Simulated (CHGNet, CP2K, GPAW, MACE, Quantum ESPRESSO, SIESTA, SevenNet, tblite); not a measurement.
# CP2K on graphene/1T-TiSe2 heterobilayer (65 atoms): settings against a plane-wave reference

Aim: run graphene/1T-TiSe2 heterobilayer (65 atoms) in CP2K and see how near its forces come to a plane-wave reference, and at what cost.

Main program and level: CP2K 2026.2; the method is named at each step.

### Step 1. Set-up

The cell holds 65 atoms: 38 C, 9 Ti and 18 Se. Cell: a = 10.671 Å, b = 10.671 Å, c = 18.460 Å, α = 90.0°, β = 90.0°, γ = 120.0°. 19 cells of graphene (a = 2.46 Å, strained -0.48 %) and 9 cells of 1T-TiSe2 (a = 3.54 Å, +0.48 %) on one hexagonal cell, twist 36.59 deg; facing planes 3.36 Å apart; 12 Å of vacuum; displaced by a Gaussian of 0.01 Å. Then every atom was moved at random, 0.03 Å r.m.s. a Cartesian component. Regions: layer 1, 38 atoms (38 C); layer 2, 27 atoms (9 Ti and 18 Se). Vacuum lies along c.

The yardstick, on the same geometry:

```
method                 : Kohn-Sham DFT, PBE, SSSP efficiency 1.3.0 pseudopotentials, plane waves (Quantum ESPRESSO 7.5); sssp-pbe-1.3.0-efficiency, cutoffs 45/360 Ry, Γ point
r.m.s. force component : 1.707 eV/Å
longest force          : 7.089 eV/Å
time                   : 6.9 min on 4 MPI ranks of Arm Neoverse V1, shared host
CPU time               : 28 min
```

### Step 2. PBE, TZVP-UZH, 800/50 Ry, diagonalisation

Method: Kohn-Sham DFT, PBE, GTH-PBE pseudopotentials, Gaussian and plane waves, TZVP-MOLOPT (UZH set), diagonalisation.

Input file input.inp:

```
&GLOBAL
  PROJECT cell
  RUN_TYPE ENERGY_FORCE
  PRINT_LEVEL LOW
&END GLOBAL
&FORCE_EVAL
  METHOD QS
  &DFT
    BASIS_SET_FILE_NAME BASIS_MOLOPT_UZH
    POTENTIAL_FILE_NAME POTENTIAL_UZH
    &MGRID
      CUTOFF 800
      REL_CUTOFF 50
      NGRIDS 5
    &END MGRID
    &QS
      EPS_DEFAULT 1.0E-12
    &END QS
    &SCF
      SCF_GUESS ATOMIC
      EPS_SCF 5.0E-06
      MAX_SCF 200
      ADDED_MOS 34
      &DIAGONALIZATION
        ALGORITHM STANDARD
      &END DIAGONALIZATION
      &SMEAR ON
        METHOD FERMI_DIRAC
        ELECTRONIC_TEMPERATURE [K] 580
      &END SMEAR
      &MIXING
        METHOD BROYDEN_MIXING
        ALPHA 0.2
        NBROYDEN 12
        BETA 0.05
      &END MIXING
      &PRINT
        &RESTART OFF
        &END RESTART
      &END PRINT
    &END SCF
    &XC
      &XC_FUNCTIONAL PBE
      &END XC_FUNCTIONAL
    &END XC
    &PRINT
      &MULLIKEN ON
      &END MULLIKEN
      &HIRSHFELD ON
        SHAPE_FUNCTION DENSITY
      &END HIRSHFELD
      &MO ON
        EIGENVALUES T
        OCCUPATION_NUMBERS T
        MO_INDEX_RANGE 173 196
        &EACH
          QS_SCF 0
        &END EACH
        ADD_LAST NUMERIC
      &END MO
    &END PRINT
  &END DFT
  &SUBSYS
    &CELL
      A 10.67140 0.00000 0.00000
      B -5.33570 9.24170 0.00000
      C 0.00000 0.00000 18.46000
    &END CELL
    &COORD
      C -2.53094 8.88941 5.96756
      C -1.90468 7.66719 6.03014
      C -0.83274 5.05678 5.98935
      C -0.29416 3.69141 6.04547
      C -0.58490 7.45177 6.05488
      C -0.01969 6.16486 6.01796
      C 5.08674 0.66965 5.99692
      C 0.24848 8.65624 6.01279
      C 0.79699 1.18968 6.05008
      C -3.96010 9.04790 6.03088
      C 1.17161 3.49151 5.93932
      C 1.70102 2.22651 5.95796
      C 1.38461 5.94260 5.96166
      C 2.02586 4.74524 5.99728
      C 1.68939 8.45782 5.92824
      C 2.21544 7.08293 6.04196
      C 3.07715 2.10424 6.01925
      C 3.63953 0.81299 5.97236
      C 3.40871 4.49100 6.02848
      C 3.91827 3.17591 5.99673
      C 3.61659 6.95022 5.98750
      C 4.18778 5.66239 5.97642
      C 9.25808 0.16986 6.02534
      C 4.46502 8.10774 6.00190
      C 5.37556 3.08571 6.02516
      C 5.93911 1.81405 5.96055
      C 5.68556 5.50630 5.99322
      C 6.13349 4.17558 6.00873
      C 5.94658 7.93834 5.98178
      C 6.42578 6.67380 6.01261
      C 7.28889 1.66295 6.03790
      C 7.89134 0.32540 6.02331
      C 7.55893 4.03964 6.03790
      C 8.19782 2.68758 5.97753
      C -2.71480 6.45200 6.01667
      C -2.24910 5.19605 6.02553
      C -1.13826 2.60514 5.94541
      C -0.59717 1.32951 5.93415
      Ti 3.59189 1.37202 10.95306
      Se 3.68670 3.47682 12.42875
      Se 5.43366 2.41929 9.36051
      Ti 1.91520 4.47686 10.94900
      Se 1.89983 6.49248 12.42635
      Se 3.71306 5.41517 9.30753
      Ti 0.11915 7.51322 10.93164
      Se 5.45837 0.33261 12.41860
      Se 1.91946 8.53970 9.36457
      Ti 7.20789 1.34263 10.88955
      Se 7.22230 3.36823 12.45662
      Se 8.98052 2.35811 9.33245
      Ti 5.47560 4.43287 10.92370
      Se 5.48387 6.48536 12.42469
      Se 7.30996 5.45528 9.33670
      Ti 3.67304 7.43911 10.90728
      Se 9.03227 0.35063 12.39811
      Se 5.47912 8.57353 9.33651
[... 5 atom lines left out ...]
      Se 0.15180 5.51739 9.32230
      Ti -3.45657 7.51313 10.89897
      Se 1.89353 0.36616 12.42303
      Se -1.63134 8.51734 9.39503
    &END COORD
    &KIND C
      BASIS_SET TZVP-MOLOPT-PBE-GTH-q4
      POTENTIAL GTH-PBE-q4
    &END KIND
    &KIND Ti
      BASIS_SET TZVP-MOLOPT-PBE-GTH-q12
      POTENTIAL GTH-PBE-q12
    &END KIND
    &KIND Se
      BASIS_SET TZVP-MOLOPT-PBE-GTH-q6
      POTENTIAL GTH-PBE-q6
    &END KIND
  &END SUBSYS
  &PRINT
    &FORCES ON
    &END FORCES
  &END PRINT
&END FORCE_EVAL
```

On the command line:

```console
> OMP_NUM_THREADS=2 cp2k.psmp -i input.inp > output.txt
```

Numbers of over 12 decimals in the logs are rounded to 6 here.

The program printed:

```text
CP2K| version string:                                       CP2K version 2026.2
 CP2K| Input file name                                                 input.inp
 GLOBAL| Basis set file name                                    BASIS_MOLOPT_UZH
 GLOBAL| Potential file name                                       POTENTIAL_UZH
 GLOBAL| Run type                                                   ENERGY_FORCE
 GLOBAL| Total number of message passing processes                             1
 GLOBAL| Number of threads for this process                                    2
 TOTAL NUMBERS AND MAXIMUM NUMBERS
  Total number of            - Atomic kinds:                                   3
                             - Atoms:                                         65
                             - Shell sets:                                    65
                             - Shells:                                       491
                             - Primitive Cartesian functions:                316
                             - Cartesian basis functions:                   1377
                             - Spherical basis functions:                   1267
  Maximum angular momentum of- Orbital basis functions:                        3
                             - Local part of the GTH pseudopotential:          2
                             - Non-local part of the GTH pseudopotential:      4
 SCF PARAMETERS         Density guess:                                    ATOMIC
                        max_scf:                                             200
                        eps_scf:                                        5.00E-06
                        added MOs                                        34    0
                        Mixing method:                            BROYDEN_MIXING
                                                charge density mixing in g-space
                        Smear method:                                FERMI_DIRAC
                        Electronic temperature [K]:                        580.0
                        Electronic temperature [a.u.]:                  1.84E-03
                        Accuracy threshold:                             1.00E-10
 Extrapolation method: initial_guess
 Number of electrons:                                                        368
 Number of occupied orbitals:                                                184
 Number of molecular orbitals:                                               218
 Number of orbital functions:                                               1267
 Number of independent orbital functions:                                   1267
 SCF WAVEFUNCTION OPTIMIZATION
  Step     Update method      Time    Convergence         Total energy    Change
     1 NoMix/Diag. 0.20E+00    7.8     0.96454608      -913.8400417255 -9.14E+02
     2 Broy./Diag. 0.20E+00   11.6     0.36367025      -901.3289965735  1.25E+01
     3 Broy./Diag. 0.20E+00   11.7     0.38456564      -887.9131526702  1.34E+01
     4 Broy./Diag. 0.20E+00   11.8     0.40722219      -908.4846448125 -2.06E+01
[...]
29 Broy./Diag. 0.20E+00   13.1     0.00001113      -909.6250678703  1.93E-04
    30 Broy./Diag. 0.20E+00   13.1     0.00000495      -909.6250672353  6.35E-07
  *** SCF run converged in    30 steps ***
  Electronic density on regular grids:       -367.9999999998        0.0000000002
  Core density on regular grids:              367.9999999996       -0.0000000004
  Total charge density on r-space grids:       -0.0000000002
  Total charge density g-space grids:          -0.0000000002
  Overlap energy of the core charge distribution:               1.36456e-05
  Self energy of the core charge distribution:              -1824.357541
  Core Hamiltonian energy:                                    483.824769
  Hartree energy:                                             600.911946
  Exchange-correlation energy:                               -169.989565
  Electronic entropic energy:                                  -0.014689
  Fermi energy:                                                 0.015292
  Total energy:                                              -909.625067
  Total energy (extrapolated to T->0):                       -909.617723
 MO| EIGENVALUES AND OCCUPATION NUMBERS
 MO|
 MO|  Index      Eigenvalue [a.u.]        Eigenvalue [eV]             Occupation
 MO|    173              -0.037431              -1.018545               2.000000
 MO|    174              -0.034632              -0.942396               2.000000
 MO|    175              -0.033560              -0.913209               2.000000
[...]
MO|    195               0.052500               1.428591               0.000000
 MO|    196               0.061811               1.681959               0.000000
 MO| Sum:                                                             368.000000
 MO| E(Fermi):            0.015292 a.u.          0.416124 eV
 !-----------------------------------------------------------------------------!
                     Mulliken Population Analysis
 #  Atom  Element  Kind  Atomic population                           Net charge
       1     C        1          3.999312                              0.000688
       2     C        1          4.001155                             -0.001155
       3     C        1          3.989188                              0.010812
[...]
64     Se       3          5.853897                              0.146103
      65     Se       3          5.872754                              0.127246
 # Total charge                            368.000000                  0.000000
 !-----------------------------------------------------------------------------!
 !-----------------------------------------------------------------------------!
                           Hirshfeld Charges
  #Atom  Element  Kind  Ref Charge     Population                    Net charge
      1       C      1       4.000          4.003                        -0.003
      2       C      1       4.000          4.013                        -0.013
      3       C      1       4.000          4.003                        -0.003
[...]
64       Se     3       6.000          6.069                        -0.069
     65       Se     3       6.000          6.051                        -0.051
  Total Charge                                                           -0.000
 !-----------------------------------------------------------------------------!
 ENERGY| Total FORCE_EVAL ( QS ) energy [hartree]           -909.625077
 FORCES| Atomic forces [hartree/bohr]
 FORCES|   Atom     x               y               z               |f|
 FORCES|      1 -6.47801099E-03  5.45704031E-02  1.03844881E-02   5.59261220E-02
 FORCES|      2 -7.06797849E-02 -7.32407291E-02 -5.33993673E-03   1.01923262E-01
 FORCES|      3 -9.26648049E-03 -6.20356530E-02  1.23949277E-02   6.39368762E-02
[...]
FORCES|     64 -7.79516419E-04 -3.55433037E-03  1.15459300E-02   1.21057594E-02
 FORCES|     65  9.30065457E-04  3.70006706E-03 -1.70184294E-03   4.17753365E-03
 FORCES| Sum     2.20342455E-06  6.95639539E-05  4.14819761E-05
 FORCES| Total atomic force                                       8.10231640E-05
```

Run time: 6.8 min. Hardware: 2 threads of Arm Neoverse V1, shared host; peak memory 9.2 GiB; 12 min of CPU time.

Banners, paths, timers and routine set-up lines are dropped from the logs unmarked, and long logs keep their key lines alone; longer cuts are marked.

Numbers from this run, and their distance from the reference:

| Item | Value |
| --- | --- |
| r.m.s. force component | 1.729 eV/Å |
| r.m.s. difference of force components | 33.64 meV/Å |
| longest difference of force vectors | 106.2 meV/Å |
| force difference over r.m.s. force | 1.971 % |
| slope of forces against the reference's | 1.013 |
| correlation of force components | 0.9999 |

Length of the force difference by element (eV/Å):

| element | atoms | mean | most |
| --- | --- | --- | --- |
| C | 38 | 0.049 | 0.11 |
| Se | 18 | 0.075 | 0.089 |
| Ti | 9 | 0.015 | 0.022 |

The surroundings of C31, picked at random, nearest first, numbered as they follow in the input and with coordinates relative to it.

| atom | x | y | z | distance (Å) | bonds | Hirshfeld charge (e) | Fx | Fy | Fz (eV/Å) |
| --- | --- | --- | --- | --- | --- | --- | --- | --- | --- |
| C31 | 0.00 | 0.00 | 0.00 | 0.00 | 3 | -0.01 | 2.73 | -3.56 | -0.75 |
| C26 | -1.35 | 0.15 | -0.08 | 1.36 | 3 | 0.00 | -1.69 | -0.59 | 0.72 |
| C34 | 0.91 | 1.02 | -0.06 | 1.37 | 3 | -0.01 | -4.75 | 5.36 | 0.51 |
| C32 | 0.60 | -1.34 | -0.01 | 1.47 | 3 | -0.01 | -2.73 | 0.66 | -0.47 |
| C25 | -1.91 | 1.42 | -0.01 | 2.38 | 3 | -0.01 | -4.40 | -2.75 | -0.74 |
| C33 | 0.27 | 2.38 | 0.00 | 2.39 | 3 | 0.01 | 1.51 | -1.23 | -0.56 |
| C7 | -2.20 | -0.99 | -0.04 | 2.42 | 3 | -0.01 | -2.47 | 1.70 | -0.32 |
| C37 | 2.24 | 0.94 | -0.09 | 2.44 | 3 | -0.02 | 1.84 | -0.99 | 0.21 |
| C15 | -0.26 | -2.45 | -0.11 | 2.46 | 3 | 0.00 | -0.75 | -1.69 | 1.49 |
| C23 | 1.97 | -1.49 | -0.01 | 2.47 | 3 | -0.01 | 1.11 | -0.34 | -0.56 |

Forces lie 2.0 % from the reference's, at 0.45 times its CPU time (on 2 against 4 cores).

### Step 3. PBE, TZV2P-UZH, 800/50 Ry, diagonalisation

Method: Kohn-Sham DFT, PBE, GTH-PBE pseudopotentials, Gaussian and plane waves, TZV2P-MOLOPT (UZH set), diagonalisation.

input.inp, as its differences from that of step 2:

```diff
@@ -72,3 +72,3 @@
     &KIND C
-      BASIS_SET TZVP-MOLOPT-PBE-GTH-q4
+      BASIS_SET TZV2P-MOLOPT-PBE-GTH-q4
       POTENTIAL GTH-PBE-q4
@@ -76,3 +76,3 @@
     &KIND Ti
-      BASIS_SET TZVP-MOLOPT-PBE-GTH-q12
+      BASIS_SET TZV2P-MOLOPT-PBE-GTH-q12
       POTENTIAL GTH-PBE-q12
@@ -80,3 +80,3 @@
     &KIND Se
-      BASIS_SET TZVP-MOLOPT-PBE-GTH-q6
+      BASIS_SET TZV2P-MOLOPT-PBE-GTH-q6
       POTENTIAL GTH-PBE-q6
```

The program printed:

```text
CP2K| version string:                                       CP2K version 2026.2
 CP2K| Input file name                                                 input.inp
 GLOBAL| Basis set file name                                    BASIS_MOLOPT_UZH
 GLOBAL| Potential file name                                       POTENTIAL_UZH
 GLOBAL| Run type                                                   ENERGY_FORCE
 GLOBAL| Total number of message passing processes                             1
 GLOBAL| Number of threads for this process                                    2
[... lines left out ...]
                        Smear method:                                FERMI_DIRAC
[... lines left out ...]
 Number of electrons:                                                        368
[... lines left out ...]
  Step     Update method      Time    Convergence         Total energy    Change
[... lines left out ...]
  *** SCF run converged in    33 steps ***
[... lines left out ...]
  Fermi energy:                                                 0.016292
  Total energy:                                              -909.702116
  Total energy (extrapolated to T->0):                       -909.694812
[... lines left out ...]
 MO| E(Fermi):            0.016292 a.u.          0.443337 eV
[... lines left out ...]
                           Hirshfeld Charges
  #Atom  Element  Kind  Ref Charge     Population                    Net charge
      1       C      1       4.000          4.003                        -0.003
      2       C      1       4.000          4.013                        -0.013
      3       C      1       4.000          4.003                        -0.003
[...]
64       Se     3       6.000          6.069                        -0.069
     65       Se     3       6.000          6.052                        -0.052
  Total Charge                                                           -0.000
 !-----------------------------------------------------------------------------!
 ENERGY| Total FORCE_EVAL ( QS ) energy [hartree]           -909.702085
 FORCES| Atomic forces [hartree/bohr]
 FORCES|   Atom     x               y               z               |f|
 FORCES|      1 -6.44392389E-03  5.40081646E-02  1.05286042E-02   5.54008799E-02
 FORCES|      2 -7.01324301E-02 -7.24257050E-02 -5.33150661E-03   1.00957741E-01
 FORCES|      3 -8.99922447E-03 -6.15941670E-02  1.25233846E-02   6.34953748E-02
[...]
FORCES|     64 -9.56729525E-04 -3.56496898E-03  1.09719522E-02   1.15761855E-02
 FORCES|     65  7.85229017E-04  3.57697532E-03 -1.35313081E-03   3.90413883E-03
 FORCES| Sum     1.56274013E-06  6.91388095E-05  3.82691142E-05
 FORCES| Total atomic force                                       7.90388653E-05
```

The job ended after 11 min (2 threads; peak memory 9.4 GiB).

Against the reference:

```
r.m.s. force component                  : 1.713 eV/Å
r.m.s. difference of force components   : 18.72 meV/Å
longest difference of force vectors     : 61.05 meV/Å
force difference over r.m.s. force      : 1.097 %
slope of forces against the reference's : 1.003
correlation of force components         : 1
```

Against the first run (2.0 %), the force difference from the reference is 1.1 %, at 1.7 times the CPU time, with 2002 basis functions against 1267: the larger basis brings the forces nearer.

The difference per atom is largest on Se (0.053 eV/Å on average, against 0.019 on C).

### Step 4. The ladder

Differences are against the plane-wave reference, forces as r.m.s. over components; share is that over the reference's r.m.s. force, slope the least-squares factor from reference forces to these. Total energies of different programs have different zeros and aren't compared.

| run | Δ force, r.m.s. (meV/Å) | share (%) | slope | cores | CPU time | memory (GiB) |
| --- | --- | --- | --- | --- | --- | --- |
| reference | - | - | - | 4 | 28 min | 3.6 |
| CP2K PBE, TZVP-UZH, 800/50 Ry, diagonalisation | 33.6 | 1.97 | 1.013 | 2 | 12 min | 9.2 |
| CP2K PBE, TZV2P-UZH, 800/50 Ry, diagonalisation | 18.7 | 1.10 | 1.003 | 2 | 21 min | 9.4 |

CPU time is summed over cores on a shared host, where runs went side by side, so it is rough. Symmetry, cutoffs, thresholds, outputs and thread counts weren't matched or tuned between programs; memory under MPI is the largest rank's times the ranks.

Mean charges by element (e), by run and scheme:

| run | scheme | C | Ti | Se |
| --- | --- | --- | --- | --- |
| CP2K PBE, TZVP-UZH, 800/50 Ry, diagonalisation | Mulliken | 0.00 | -0.27 | +0.13 |
| CP2K PBE, TZVP-UZH, 800/50 Ry, diagonalisation | Hirshfeld | 0.00 | +0.14 | -0.06 |
| CP2K PBE, TZV2P-UZH, 800/50 Ry, diagonalisation | Mulliken | 0.00 | +0.07 | -0.03 |
| CP2K PBE, TZV2P-UZH, 800/50 Ry, diagonalisation | Hirshfeld | 0.00 | +0.14 | -0.06 |

### Step 5. Results

- nearest in forces: CP2K PBE, TZV2P-UZH, 800/50 Ry, diagonalisation, 1.1 %
- its CPU time: 21 min

**Reading.** The PBE runs in local orbitals differ by 1.1 % (CP2K PBE, TZV2P-UZH, 800/50 Ry, diagonalisation) to 2.0 % (CP2K PBE, TZVP-UZH, 800/50 Ry, diagonalisation); basis, grid and potentials can all enter. One electronic-structure run takes under half the reference's CPU time: CP2K PBE, TZVP-UZH, 800/50 Ry, diagonalisation, at 2.0 % in 12 min against 28 min. Charges hang on scheme and program or settings: among these rows the mean for Ti runs from -0.27 to +0.14 e, even in sign. The reference's PBE has no dispersion term, which matters for the binding between molecules or layers. One k-point is far too coarse for the carbon or group-IV sheet, and it can put spurious forces of up to about 1 eV/Å on the sheet's atoms. The runs have no spin polarisation, so any moments at edges, vacancies or dangling bonds can't form. The electronic-structure runs sample only Γ, in a cell whose shortest periodic width is 9 Å, which is coarse for a cell with partly filled levels.

[Also dropped from logs without a mark: logging warnings of Python, and SIESTA's first energy breakdown and zero terms.]

[Logs are printed without paths, hosts, clocks, repeated set-up lines and the standing remarks that a program may print on its own settings, such as how far it seeks lower states.]

[Hosts, paths, dates, database ids (printed as entryN), source tags and the programs' standing remarks are cut or masked in the printed files.]
